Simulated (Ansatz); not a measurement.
# How fast states decay through CdH2Se2

A new crystal, CdH2Se2: structure, gap and complex bands. It is built by putting Cd for Ca, Se for O in the CaH2O2 structure of space group P-3m1, with the volume rescaled by atomic radii. The parent structure comes from the Materials Project.

Main program and level: Ansatz 0.2.0; PBE DFT, plane waves, PAW files, in the first sound run; inputs show where later runs differ.

The structure was built from a prototype and need not be the compound's stable phase.

## Step 1: The starting structure

The structure is trigonal, space group P-3m1 (No. 164). The conventional cell has a = 3.917 Å, b = 3.917 Å, c = 5.277 Å, α = 90.00°, β = 90.00°, γ = 120.00°. Nearest to Cd lie 6 Se at 2.59 Å. Nearest to H lie 1 Se at 1.06 Å. Nearest to Se lie 1 H at 1.06 Å and 3 Cd at 2.59 Å. It derives from CaH2O2. Cd for Ca, Se for O in the CaH2O2 structure of space group P-3m1. Farther neighbours and most contacts between anions are not listed.

## Step 2: Cell and atoms at rest

The substituted atoms don't fit the parent's cell, so cell and atoms relax together. A small smearing keeps the run stable in case the gap closes on the way.

input.yaml reads:

```yaml
crystal:
  lattice:
    - [3.9174005606, 0.0, 0.0]
    - [-1.9587002803, 3.3925684023, 0.0]
    - [0.0, 0.0, 5.2768195881]
  atoms:
    - { symbol: Cd, position: [0.0, 0.0, 0.0] }
    - { symbol: H, position: [0.6666666667, 0.3333333333, 0.56084618] }
    - { symbol: H, position: [0.3333333333, 0.6666666667, 0.43915382] }
    - { symbol: Se, position: [0.6666666667, 0.3333333333, 0.76108397] }
    - { symbol: Se, position: [0.3333333333, 0.6666666667, 0.23891603] }
kpoints:
  mp_grid: { grid: [6, 6, 4] }
scf:
  occupations: { method: gaussian, width: 0.03 }
hamiltonian:
  xc: pbe
output:
  forces: true
  stress: true
relax:
  f_tol: 0.02
  max_steps: 60
  cell: {}
```

Command:

```
> ansatz run input.yaml --threads 2 --pin off --max-ram 4096MiB --backend cpu --events-out ev --progress --plain --runs-dir out
```

Numbers of over 12 decimals in the logs are rounded to 6 here.

The log of the run:

```text
Engine: ansatz 0.2.0, x86_64-unknown-linux-gnu
Pseudopotentials: kind: paw
Pseudopotential: Cd, paw, valence charge 20, recommended cutoff 420 eV (normal), Cd.paw.azcp
Pseudopotential: H, paw, valence charge 1, recommended cutoff 420 eV (normal), H.paw.azcp
Pseudopotential: Se, paw, valence charge 16, recommended cutoff 420 eV (normal), Se.paw.azcp
Functional definition: PBE
  parameter kappa = 0.804
  parameter beta = 0.066725
  exchange = pbe_x(kappa = kappa, mu = beta*pi^2/3)
  correlation = pbe_c(beta = beta)
Crystal: 5 atoms, lattice volume = 70.129 Å³
Basis set: ecut = 420 eV, 1385 PW (Γ), exchange–correlation on 54×54×72 points (8 copies of the dense FFT grid, shifted against one another)
Bands: 33, of which v1, the nominal top of the filled ones, is band 27 counted from 1 (26 counted from 0)
Symmetry: 12 space group operations
Space group: P-3m1 (ITA 164), of the structure as read, at distance tolerance 4.1e-5 Å
k-points: 24 of 144
Non-local potential: Cd, projectors of the file, l = 0: 3, l = 1: 2, l = 2: 2, l = 3: 1
Non-local potential: H, projectors of the file, l = 0: 2, l = 1: 1
Non-local potential: Se, projectors of the file, l = 0: 2, l = 1: 2, l = 2: 3, l = 3: 1
PAW form: soft (Blöchl's): semilocal exchange-correlation on the pseudo side does not see the compensation charge
PAW one-centre angular grid: Cd, 590 points (default); XC on 64 Gauss nodes
PAW one-centre angular grid: H, 110 points (default); XC on 64 Gauss nodes
PAW one-centre angular grid: Se, 590 points (default); XC on 64 Gauss nodes
Initial density: superposition of atomic densities (neutral atoms: chi_scale 0, normalization atom), corrected by the library's trained network
Initial wavefunctions: pseudopotential atomic-orbital guess
Functional: x = pbe(κ = 0.804, μ = 0.219515), c = pbe(β = 0.066725)
SCF iter   1: F=—  HF=-19216.070739 eV  |F-HF|=—  |Δ(HF+E_count)|=         —  Δρ=6.36e-3  dr2=1.27e-2  ethr=1.77e-3  ⟨swp⟩=6.0  Hψ=3232  notcnv=0  defer=1
preconditioner: auto → Resta (q_TF=auto, 2.612 Å⁻¹)  ε∞=3.8  [insulator: Δε(μ)=2.204 eV  Ē_g=13.529 eV  σ=0.030 eV  W_gap=1.00  n_scr=22 (ndim 8)  ℏωp=22.6 eV  f_vac=0.063  D(μ)=0.00/eV (n_scr^D=0)  ε∞_Penn≈3.8]
SCF iter   2: F=—  HF=-19216.070571 eV  |F-HF|=—  |Δ(HF+E_count)|=   1.68e-4  Δρ=3.16e-3  dr2=3.14e-3  ethr=2.35e-5  ⟨swp⟩=2.1  Hψ=1421  notcnv=0  defer=36
SCF iter   3: F=—  HF=-19216.071277 eV  |F-HF|=—  |Δ(HF+E_count)|=   7.06e-4  Δρ=3.34e-4  dr2=6.28e-5  ethr=5.81e-6  ⟨swp⟩=2.0  Hψ=1351  notcnv=0  defer=36
SCF iter   4: F=—  HF=-19216.071315 eV  |F-HF|=—  |Δ(HF+E_count)|=   3.85e-5  Δρ=1.95e-4  dr2=1.47e-5  ethr=1.16e-7  ⟨swp⟩=2.0  Hψ=1308  notcnv=0  defer=36
SCF iter   5: F=—  HF=-19216.071333 eV  |F-HF|=—  |Δ(HF+E_count)|=   1.80e-5  Δρ=4.18e-5  dr2=1.07e-6  ethr=2.73e-8  ⟨swp⟩=2.0  Hψ=1068  notcnv=0  defer=36
SCF iter   6: F=—  HF=-19216.071334 eV  |F-HF|=—  |Δ(HF+E_count)|=   1.09e-6  Δρ=1.55e-5  dr2=1.58e-7  ethr=1.98e-9  ⟨swp⟩=2.0  Hψ=1263  notcnv=0  defer=36
SCF iter   7: F=-19216.071335 eV  HF=-19216.071335 eV  |F-HF|=1.04e-8  |Δ(HF+E_count)|=   1.56e-7  Δρ=7.64e-6  dr2=2.86e-8  ethr=1.85e-10  ⟨swp⟩=4.0  Hψ=2675  notcnv=0
SCF 1 converged in 7 iterations: F = -19216.071335 eV  dr2 = 2.86e-8
  greatest PAW one-centre occupation: 1.000 electrons in one spin orbital (limit 2), on the Cd atom at site 0 (counted from 0), in its partial waves of l = 0
relax step   1: F+E_penalty+E_count = -19216.07133457 eV  Δ(F+E_penalty+E_count) = +0.000e0 eV  max|allowed force component| = 2.544e1 eV/Å  Δτ_max = 0.0000 Å  P = +63.106 GPa  Ω = 70.129 Å³  (7 SCF iters, dr2 threshold 1.00e-7 eV, accepted)
Crystal: 5 atoms, lattice volume = 79.651 Å³
Basis set: ecut = 420 eV, 1567 PW (Γ), exchange–correlation on 54×54×72 points (8 copies of the dense FFT grid, shifted against one another)
Initial density: handed on by an earlier stage of this run
Initial wavefunctions: those handed on with the density
iter 1 solved again at ethr=9.18e-4 eV; its pass at ethr=3.10e-3 eV (dr2=4.96e-1 eV) is discarded
SCF iter   1: F=—  HF=-19223.499956 eV  |F-HF|=—  |Δ(HF+E_count)|=         —  Δρ=3.25e-2  dr2=4.97e-1  ethr=9.18e-4  ⟨swp⟩=1.2  Hψ=4782  notcnv=0
preconditioner: auto → Resta (q_TF=auto, 2.557 Å⁻¹)  ε∞=3.9  [insulator: Δε(μ)=1.900 eV  Ē_g=12.462 eV  σ=0.030 eV  W_gap=1.00  n_scr=22 (ndim 8)  ℏωp=21.2 eV  f_vac=0.111  D(μ)=0.00/eV (n_scr^D=0)  ε∞_Penn≈3.9]
SCF iter   2: F=—  HF=-19223.398139 eV  |F-HF|=—  |Δ(HF+E_count)|=   1.02e-1  Δρ=1.68e-2  dr2=1.33e-1  ethr=9.18e-4  ⟨swp⟩=2.4  Hψ=1192  notcnv=0
SCF iter   3: F=—  HF=-19223.367320 eV  |F-HF|=—  |Δ(HF+E_count)|=   3.08e-2  Δρ=2.11e-3  dr2=5.94e-3  ethr=2.46e-4  ⟨swp⟩=3.0  Hψ=1667  notcnv=0  defer=9
SCF iter   4: F=—  HF=-19223.359864 eV  |F-HF|=—  |Δ(HF+E_count)|=   7.46e-3  Δρ=8.67e-4  dr2=1.24e-3  ethr=1.10e-5  ⟨swp⟩=2.0  Hψ=1560  notcnv=0  defer=28
SCF iter   5: F=—  HF=-19223.360282 eV  |F-HF|=—  |Δ(HF+E_count)|=   4.18e-4  Δρ=3.17e-4  dr2=1.05e-4  ethr=2.29e-6  ⟨swp⟩=2.0  Hψ=1475  notcnv=0  defer=28
SCF iter   6: F=—  HF=-19223.360427 eV  |F-HF|=—  |Δ(HF+E_count)|=   1.45e-4  Δρ=1.15e-4  dr2=1.26e-5  ethr=1.95e-7  ⟨swp⟩=2.0  Hψ=1371  notcnv=0  defer=28
SCF iter   7: F=—  HF=-19223.360447 eV  |F-HF|=—  |Δ(HF+E_count)|=   2.00e-5  Δρ=6.19e-5  dr2=2.58e-6  ethr=2.34e-8  ⟨swp⟩=2.0  Hψ=1383  notcnv=0  defer=28
SCF iter   8: F=-19223.360449 eV  HF=-19223.360449 eV  |F-HF|=5.47e-7  |Δ(HF+E_count)|=   1.77e-6  Δρ=1.50e-5  dr2=2.12e-7  ethr=9.26e-10  ⟨swp⟩=3.8  Hψ=3658  notcnv=0
SCF 2 converged in 8 iterations: F = -19223.360449 eV  dr2 = 2.12e-7
relax step   2: F+E_penalty+E_count = -19223.36044908 eV  Δ(F+E_penalty+E_count) = -7.289e0 eV  max|allowed force component| = 6.694e0 eV/Å  Δτ_max = 0.1343 Å  P = +22.515 GPa  Ω = 79.651 Å³  energy of the carried Pulay correction = -1.146e-2 eV  (8 SCF iters, dr2 threshold 5.00e-7 eV, accepted)
Crystal: 5 atoms, lattice volume = 88.654 Å³
Basis set: ecut = 420 eV, 1693 PW (Γ), exchange–correlation on 54×54×72 points (8 copies of the dense FFT grid, shifted against one another)
iter 1 solved again at ethr=1.37e-4 eV; its pass at ethr=3.10e-3 eV (dr2=7.41e-2 eV) is discarded
SCF iter   1: F=—  HF=-19224.610556 eV  |F-HF|=—  |Δ(HF+E_count)|=         —  Δρ=1.07e-2  dr2=7.40e-2  ethr=1.37e-4  ⟨swp⟩=2.2  Hψ=5338  notcnv=0
preconditioner: auto → Resta (q_TF=auto, 2.512 Å⁻¹)  ε∞=3.8  [insulator: Δε(μ)=1.502 eV  Ē_g=11.943 eV  σ=0.030 eV  W_gap=1.00  n_scr=22 (ndim 8)  ℏωp=20.1 eV  f_vac=0.132  D(μ)=0.00/eV (n_scr^D=0)  ε∞_Penn≈3.8]
[...]
[... from here on, the SCF cycles and remarks between the steps are left out ...]
relax step   4: F+E_penalty+E_count = -19225.00416976 eV  Δ(F+E_penalty+E_count) = -4.177e-1 eV  max|allowed force component| = 8.093e-1 eV/Å  Δτ_max = 0.1243 Å  P = +3.000 GPa  Ω = 98.235 Å³  energy of the carried Pulay correction = -3.013e-2 eV  (7 SCF iters, dr2 threshold 5.00e-7 eV, accepted)
relax step   5: F+E_penalty+E_count = -19225.05126180 eV  Δ(F+E_penalty+E_count) = -4.709e-2 eV  max|allowed force component| = 2.464e-1 eV/Å  Δτ_max = 0.0349 Å  P = -1.081 GPa  Ω = 104.098 Å³  energy of the carried Pulay correction = -3.521e-2 eV  (6 SCF iters, dr2 threshold 5.00e-7 eV, accepted)
relax step   6: F+E_penalty+E_count = -19225.06512846 eV  Δ(F+E_penalty+E_count) = -1.387e-2 eV  max|allowed force component| = 1.318e-1 eV/Å  Δτ_max = 0.0238 Å  P = -0.035 GPa  Ω = 101.190 Å³  energy of the carried Pulay correction = -3.273e-2 eV  (6 SCF iters, dr2 threshold 5.00e-7 eV, accepted)
relax step   7: F+E_penalty+E_count = -19225.06609031 eV  Δ(F+E_penalty+E_count) = -9.618e-4 eV  max|allowed force component| = 3.358e-2 eV/Å  Δτ_max = 0.0061 Å  P = +0.037 GPa  Ω = 101.083 Å³  energy of the carried Pulay correction = -3.264e-2 eV  (4 SCF iters, dr2 threshold 5.00e-7 eV, accepted)
relax step   8: F+E_penalty+E_count = -19225.06619194 eV  Δ(F+E_penalty+E_count) = -1.016e-4 eV  max|allowed force component| = 1.301e-3 eV/Å  Δτ_max = 0.0010 Å  P = +0.000 GPa  Ω = 101.095 Å³  energy of the carried Pulay correction = -3.265e-2 eV  (4 SCF iters, dr2 threshold 1.08e-7 eV, accepted)
relax step   9: F+E_penalty+E_count = -19225.11709296 eV  Δ(F+E_penalty+E_count) = -5.090e-2 eV  max|allowed force component| = 2.769e-2 eV/Å  Δτ_max = 0.0000 Å  P = +0.669 GPa  Ω = 101.095 Å³  stress off target by 7.47e-1 GPa  SCF on the basis re-selected at this cell (its energy is not comparable with the rows above)  (8 SCF iters)
relax step  10: F+E_penalty+E_count = -19225.12763981 eV  Δ(F+E_penalty+E_count) = -1.055e-2 eV  max|allowed force component| = 1.307e-2 eV/Å  Δτ_max = 0.0540 Å  P = +0.349 GPa  Ω = 104.006 Å³  energy of the carried Pulay correction = -1.135e-3 eV  (6 SCF iters, dr2 threshold 5.00e-7 eV, accepted)
relax step  11: F+E_penalty+E_count = -19225.13402768 eV  Δ(F+E_penalty+E_count) = -6.388e-3 eV  max|allowed force component| = 5.484e-2 eV/Å  Δτ_max = 0.0818 Å  P = +0.127 GPa  Ω = 108.133 Å³  energy of the carried Pulay correction = -2.874e-3 eV  (7 SCF iters, dr2 threshold 5.00e-7 eV, accepted)
relax step  12: F+E_penalty+E_count = -19225.13462062 eV  Δ(F+E_penalty+E_count) = -5.929e-4 eV  max|allowed force component| = 2.763e-2 eV/Å  Δτ_max = 0.0341 Å  P = +0.056 GPa  Ω = 109.764 Å³  energy of the carried Pulay correction = -3.603e-3 eV  (6 SCF iters, dr2 threshold 3.93e-7 eV, accepted)
relax step  13: F+E_penalty+E_count = -19225.13460945 eV  Δ(F+E_penalty+E_count) = +1.117e-5 eV  max|allowed force component| = 2.894e-3 eV/Å  Δτ_max = 0.0074 Å  P = +0.000 GPa  Ω = 110.158 Å³  energy of the carried Pulay correction = -3.781e-3 eV  (5 SCF iters, dr2 threshold 8.68e-8 eV, accepted)
relax step  14: F+E_penalty+E_count = -19225.13447681 eV  Δ(F+E_penalty+E_count) = +1.326e-4 eV  max|allowed force component| = 7.436e-3 eV/Å  Δτ_max = 0.0083 Å  P = +0.020 GPa  Ω = 110.485 Å³  energy of the carried Pulay correction = -3.931e-3 eV  (8 SCF iters, accepted)
iter 1 solved again at ethr=1.76e-7 eV; its pass at ethr=3.10e-3 eV (dr2=9.53e-5 eV) is discarded
SCF iter   1: F=—  HF=-19225.119989 eV  |F-HF|=—  |Δ(HF+E_count)|=         —  Δρ=8.53e-4  dr2=2.92e-5  ethr=1.76e-7  ⟨swp⟩=3.0  Hψ=5148  notcnv=0
preconditioner: auto → Resta (q_TF=auto, 2.421 Å⁻¹)  ε∞=3.6  [insulator: Δε(μ)=0.960 eV  Ē_g=11.269 eV  σ=0.030 eV  W_gap=1.00  n_scr=22 (ndim 8)  ℏωp=18.0 eV  f_vac=0.229  D(μ)=0.00/eV (n_scr^D=0)  ε∞_Penn≈3.6]
SCF iter   2: F=—  HF=-19225.133154 eV  |F-HF|=—  |Δ(HF+E_count)|=   1.32e-2  Δρ=4.32e-4  dr2=6.57e-6  ethr=5.41e-8  ⟨swp⟩=2.8  Hψ=1278  notcnv=0
SCF iter   3: F=—  HF=-19225.138934 eV  |F-HF|=—  |Δ(HF+E_count)|=   5.78e-3  Δρ=4.27e-5  dr2=2.28e-7  ethr=1.22e-8  ⟨swp⟩=2.9  Hψ=1273  notcnv=0
SCF iter   4: F=—  HF=-19225.139000 eV  |F-HF|=—  |Δ(HF+E_count)|=   6.60e-5  Δρ=6.05e-6  dr2=4.35e-8  ethr=4.22e-10  ⟨swp⟩=2.0  Hψ=1416  notcnv=0
SCF iter   5: F=—  HF=-19225.139001 eV  |F-HF|=—  |Δ(HF+E_count)|=   2.44e-7  Δρ=2.04e-6  dr2=1.09e-8  ethr=8.06e-11  ⟨swp⟩=2.6  Hψ=1443  notcnv=0
SCF iter   6: F=—  HF=-19225.139001 eV  |F-HF|=—  |Δ(HF+E_count)|=   5.37e-8  Δρ=1.02e-6  dr2=2.85e-9  ethr=2.01e-11  ⟨swp⟩=2.0  Hψ=1028  notcnv=0
SCF iter   7: F=—  HF=-19225.139001 eV  |F-HF|=—  |Δ(HF+E_count)|=   1.23e-8  Δρ=4.48e-7  dr2=6.75e-10  ethr=5.28e-12  ⟨swp⟩=2.0  Hψ=1027  notcnv=0
SCF iter   8: F=—  HF=-19225.139001 eV  |F-HF|=—  |Δ(HF+E_count)|=   1.58e-9  Δρ=1.63e-7  dr2=1.02e-10  ethr=1.25e-12  ⟨swp⟩=2.4  Hψ=1186  notcnv=0
SCF iter   9: F=-19225.139001 eV  HF=-19225.139001 eV  |F-HF|=3.64e-12  |Δ(HF+E_count)|=  1.56e-10  Δρ=6.67e-8  dr2=1.52e-11  ethr=1.00e-12  ⟨swp⟩=4.0  Hψ=2461  notcnv=0
SCF 15 converged in 9 iterations: F = -19225.139001 eV  dr2 = 1.52e-11
relax step  15: F+E_penalty+E_count = -19225.13900068 eV  Δ(F+E_penalty+E_count) = -4.524e-3 eV  max|allowed force component| = 1.288e-2 eV/Å  Δτ_max = 0.0000 Å  P = +0.019 GPa  Ω = 110.485 Å³  stress off target by 3.86e-2 GPa  SCF on the basis re-selected at this cell (its energy is not comparable with the rows above)  (9 SCF iters)
basis re-selected at this cell: Δ(F+E_penalty+E_count) = -4.524e-3 eV, ΔP = -0.001 GPa vs the last step (what re-selecting the basis moved, of the pressure what is left beyond the Pulay correction that the steps carried, after the strain that the cell walked since its last selection, with what the two solves' SCF thresholds leave and, on support functions, any second-order correction that the steps lacked; it is no m [...]
SCF converged after 9 iterations
Free energy (F): -19225.139001 eV
Harris-Foulkes:  -19225.139001 eV  (|F-HF|=3.64e-12)
Internal energy: -19225.139001 eV  (E = F + TS)
E sigma→0 (E₀):  -19225.139001 eV
Fermi energy:    4.997720 eV
--- Per-component energies (eV) ---
  E_band       = -1430.698673
  E_kinetic    = 766.182894
  E_local      = -10765.221813  (includes V_loc(G=0)·N_el)
  E_nonlocal   = -1153.893428
  E_hartree    = 5132.934700
  E_xc         = -401.215041
  E_vxc        = -438.544767  (∫ρ·V_xc dr)
  E_paw        = -7907.913736  (= ΣΔE_a)
  E_vpaw       = -105.087145  (= ΣTr[D̂ρ^β])
  E_aug_tail   = -0.003612  (compensation charges beyond the density's cutoff)
  E_ewald      = -4896.008965
  E_smearing   = -0.000000  (= −TS)
  E_closure    = 0.000000  (closes the sum)
  Σ components = -19225.139001   (vs F -19225.139001, Δ=0.00e0)
--- Forces (eV/Å), atoms counted from 1 ---
  atom   1  Cd     0.00000000    -0.00000000     0.00000000
  atom   2  H     -0.00000000    -0.00000000     0.00645641
  atom   3  H      0.00000000     0.00000000    -0.00645641
  atom   4  Se    -0.00000000     0.00000000    -0.01287762
  atom   5  Se     0.00000000    -0.00000000     0.01287762
  max |Σ_I F_I| component: 5.78e-19 eV/Å
--- Stress (GPa, compression-positive) ---
        0.008528       0.000000       0.000000
       -0.000000       0.008528       0.000000
       -0.000000       0.000000       0.038558
  P = ⅓ Tr σ = 0.0185 GPa (0.185 kbar)
--- Relaxed structure (13 steps of the walk, 13 accepted, 2 SCFs on fresh bases) ---
  F+E_penalty+E_count = -19225.13900068 eV   max|allowed force component| = 1.288e-2 eV/Å   (the final SCF, on the basis selected at the relaxed cell)
  cell:  # Å, volume = 110.4848 Å³
    - [4.424143, 0, 0]
    - [-2.212072, 3.831420, 0]
    - [0, 0, 6.517988]
  atoms:
    - { symbol: Cd, position: [0, 0, -5.917394378613877e-19] }
    - { symbol: H, position: [0.666667, 0.333333, 0.573777] }
    - { symbol: H, position: [0.333333, 0.666667, 0.426223] }
    - { symbol: Se, position: [0.666667, 0.333333, 0.801618] }
    - { symbol: Se, position: [0.333333, 0.666667, 0.198382] }
```

Wall time 35 s (2 threads of Intel Xeon Platinum 8259CL at 2.50GHz (Skylake/Cascade Lake), shared host); peak memory 0.5 GiB; 63 s of CPU time.

Relaxation path:

| step | energy less that of the first step (eV) | largest force component (eV/Å) | pressure (GPa) | volume (Å³) |
| --- | --- | --- | --- | --- |
| 1 | 0.0000 | 25.4413 | 63.11 | 70.13 |
| 2 | -7.2891 | 6.6941 | 22.52 | 79.65 |
| 3 | -8.5152 | 3.0272 | 9.42 | 88.65 |
| 4 | -8.9328 | 0.8093 | 3.00 | 98.24 |
| 5 | -8.9799 | 0.2464 | -1.08 | 104.10 |
| 6 | -8.9938 | 0.1318 | -0.03 | 101.19 |
| 7 | -8.9948 | 0.0336 | 0.04 | 101.08 |
| 8 | -8.9949 | 0.0013 | 0.00 | 101.09 |
| 9* | -9.0458 | 0.0277 | 0.67 | 101.09 |
| 10 | -9.0563 | 0.0131 | 0.35 | 104.01 |
| 11 | -9.0627 | 0.0548 | 0.13 | 108.13 |
| 12 | -9.0633 | 0.0276 | 0.06 | 109.76 |
| 13 | -9.0633 | 0.0029 | 0.00 | 110.16 |
| 14 | -9.0631 | 0.0074 | 0.02 | 110.48 |
| 15* | -9.0677 | 0.0129 | 0.02 | 110.48 |

Relaxation steps marked * repeat the geometry before them on a plane-wave basis chosen anew for their cell, so energy and pressure can jump there.

The run keeps the 12 symmetry operations that it works with, so distortions that break them were not tested.

| cell as run | before | after | change |
| --- | --- | --- | --- |
| a (Å) | 3.917 | 4.424 | +12.9 % |
| b (Å) | 3.917 | 4.424 | +12.9 % |
| c (Å) | 5.277 | 6.518 | +23.5 % |
| volume (Å³/atom) | 14.03 | 22.10 | +57.5 % |

The atoms that moved most (Å, as changes of fractional coordinates times the final cell):

| atom | dx | dy | dz | length |
| --- | --- | --- | --- | --- |
| Se4 | 0.000 | 0.000 | 0.264 | 0.264 |
| Se5 | 0.000 | 0.000 | -0.264 | 0.264 |
| H2 | 0.000 | 0.000 | 0.084 | 0.084 |
| H3 | 0.000 | 0.000 | -0.084 | 0.084 |

This step gave:

- free energy: -19225.1390 eV
- Fermi energy: 4.998 eV
- pressure: 0.01854 GPa

The largest force component on a free atom ends at 0.013 eV/Å.

## Step 3: Band edges

The energy window and the wavevectors of the next steps follow from the band edges, so these are searched first, off the mesh as well.

input.yaml reads:

```yaml
crystal:
  lattice:
    - [4.4241432627, 0.0, 0.0]
    - [-2.2120716313, 3.8314204554, 0.0]
    - [0.0, 0.0, 6.5179877504]
  atoms:
    - { symbol: Cd, position: [0.0, 0.0, 0.0] }
    - { symbol: H, position: [0.6666666667, 0.3333333333, 0.5737767795] }
    - { symbol: H, position: [0.3333333333, 0.6666666667, 0.4262232205] }
    - { symbol: Se, position: [0.6666666667, 0.3333333333, 0.8016176164] }
    - { symbol: Se, position: [0.3333333333, 0.6666666667, 0.1983823836] }
kpoints:
  mp_grid: { grid: [8, 8, 4] }
  band_path: { path: [VBM, CBM], npoints: 30 }
scf:
  occupations: { method: fixed }
hamiltonian:
  xc: pbe
output:
  eigenvalues: true
  write_potential: true
  write_density: true
  volumetric_format: npy
```

The log of the run:

```text
[...]
Crystal: 5 atoms, lattice volume = 110.485 Å³
Basis set: ecut = 420 eV, 2175 PW (Γ)
Bands: 33, of which v1, the nominal top of the filled ones, is band 27 counted from 1 (26 counted from 0)
Symmetry: 12 space group operations
[...]
k-points: 35 of 256
[...]
SCF iter   1: F=—  HF=-19225.139200 eV  |F-HF|=—  |Δ(HF+E_count)|=         —  Δρ=1.38e-3  dr2=2.24e-3  ethr=1.77e-3  ⟨swp⟩=4.7  Hψ=3855  notcnv=0  defer=132
[...]
SCF iter   7: F=-19225.140567 eV  HF=-19225.140567 eV  |F-HF|=7.93e-9  |Δ(HF+E_count)|=   1.68e-7  Δρ=2.05e-6  dr2=7.44e-9  ethr=1.85e-10  ⟨swp⟩=7.4  Hψ=3962  notcnv=0
SCF 1 converged in 7 iterations: F = -19225.140567 eV  dr2 = 7.44e-9
[...]
NSCF: frozen V_eff on 34 k-points
[...]
SCF converged after 7 iterations
Free energy (F): -19225.140567 eV
[...]
Internal energy: -19225.140567 eV  (E = F + TS)
E sigma→0 (E₀):  -19225.140567 eV
Fermi energy:    4.513666 eV
[...]
--- Band table (eV; the first three rows and the last of 35) ---
  k-point 0: bands = [... 23 lower, 3.8831, 3.8831, 4.0081, 4.0081, 5.4795, 7.3503, 9.6394, 10.5303, ... 2 higher]
  k-point 1: bands = [... 23 lower, 3.8464, 3.8464, 4.0544, 4.0544, 5.9463, 7.5358, 9.5116, 10.2093, ... 2 higher]
  k-point 2: bands = [... 23 lower, 3.8218, 3.8218, 4.0885, 4.0885, 6.5035, 7.7765, 9.1008, 9.5124, ... 2 higher]
  k-point 34: bands = [... 23 lower, 0.6958, 2.7968, 3.1870, 3.5981, 8.1182, 8.4674, 8.8167, 10.8741, ... 2 higher]
```

It took 15 s on 2 threads; peak memory 0.47 GiB.

Numbers from this step:

```yaml
free_energy: -19225.1406 eV
fermi_energy: 4.514 eV
gap_on_the_k_mesh: 0.9659 eV
gap_on_path: 0.9659 eV, by band count; negative where bands overlap
direct_gap_on_path: 1.471 eV
edge_places_on_path: 0, 0.8200 1/A along the path
```

The electronic bands at the labelled points (eV, zero at the Fermi level (highest filled level under fixed occupations); v1 is the highest filled band, c1 the lowest empty one):

| point | v4 | v3 | v2 | v1 | c1 | c2 | c3 | c4 |
| --- | --- | --- | --- | --- | --- | --- | --- | --- |
| VBM | -3.15 | -2.12 | -2.00 | 0.00 | 2.64 | 3.90 | 5.17 | 6.22 |
| halfway | -2.60 | -1.51 | -1.35 | -0.07 | 2.82 | 3.53 | 4.55 | 6.26 |
| CBM | -0.63 | -0.63 | -0.51 | -0.51 | 0.97 | 2.84 | 5.13 | 6.02 |

The searched edges give 0.966 eV, as on the mesh.

(Continued in part 2 of 3.)

[Logs are printed without paths, hosts, clocks, repeated set-up lines and the standing remarks that a program may print on its own settings, such as how far it seeks lower states.]

[Hosts, paths, dates, database ids (printed as entryN), source tags and the programs' standing remarks are cut or masked in the printed files.]
